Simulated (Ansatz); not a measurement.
KI (Fm-3m), computed twice by G0W0.

```
K I
1.0
     0.00000    3.53277    3.53277
     3.53277    0.00000    3.53277
     3.53277    3.53277    0.00000
K I
1 1
Direct
  0.00000 0.00000 0.00000
  0.50000 0.50000 0.50000
```

The cell and positions come from the Crystallography Open Database and are kept as given unless a step says otherwise. Spin-orbit coupling is left out unless a run names it. PAW set soft_2, made with PBE.

The first (Ansatz 0.2.0; start PBE, 4×4×4 mesh, 93 empty bands, screening to 60 eV; 1 × NVIDIA H100 80GB HBM3 (shared by 6 runs) with 3 threads of AMD EPYC 7R13 (Zen 3), shared host) gave, on its mesh: starting gap 3.97 eV, G0W0 gap 5.85 eV, RPA ε∞ (mean) 2.64, 10 s.

The second changes symmetry detection from - to false. What does it give?

It gave: starting gap 3.97 eV, G0W0 gap 5.85 eV, RPA ε∞ (mean) 2.64, 22 s. The G0W0 gap moves by −0.0002 eV, −0.0001 eV from the start and −0.0001 eV from the correction. Σc changes by +0.00 eV at the valence top and +0.00 eV at the conduction bottom, and Σx − Vxc between them by −0.0001 eV.

Limits: not at the basis limit; no spin-orbit coupling.

[Paths, hosts, dates, memory and timing lines, banners, echoed tables and standing remarks are left out of the program output.]

[Logs are printed without paths, hosts, clocks, repeated set-up lines and the standing remarks that a program may print on its own settings, such as how far it seeks lower states.]

[Runs of the session that timed out or met a known fault of the program may be left out.]

[Cells called generated may have been cut or substituted from an entry of the Crystallography Open Database or the Materials Project.]

[Hosts, paths, dates, database ids (printed as entryN), source tags and the programs' standing remarks are cut or masked in the printed files.]
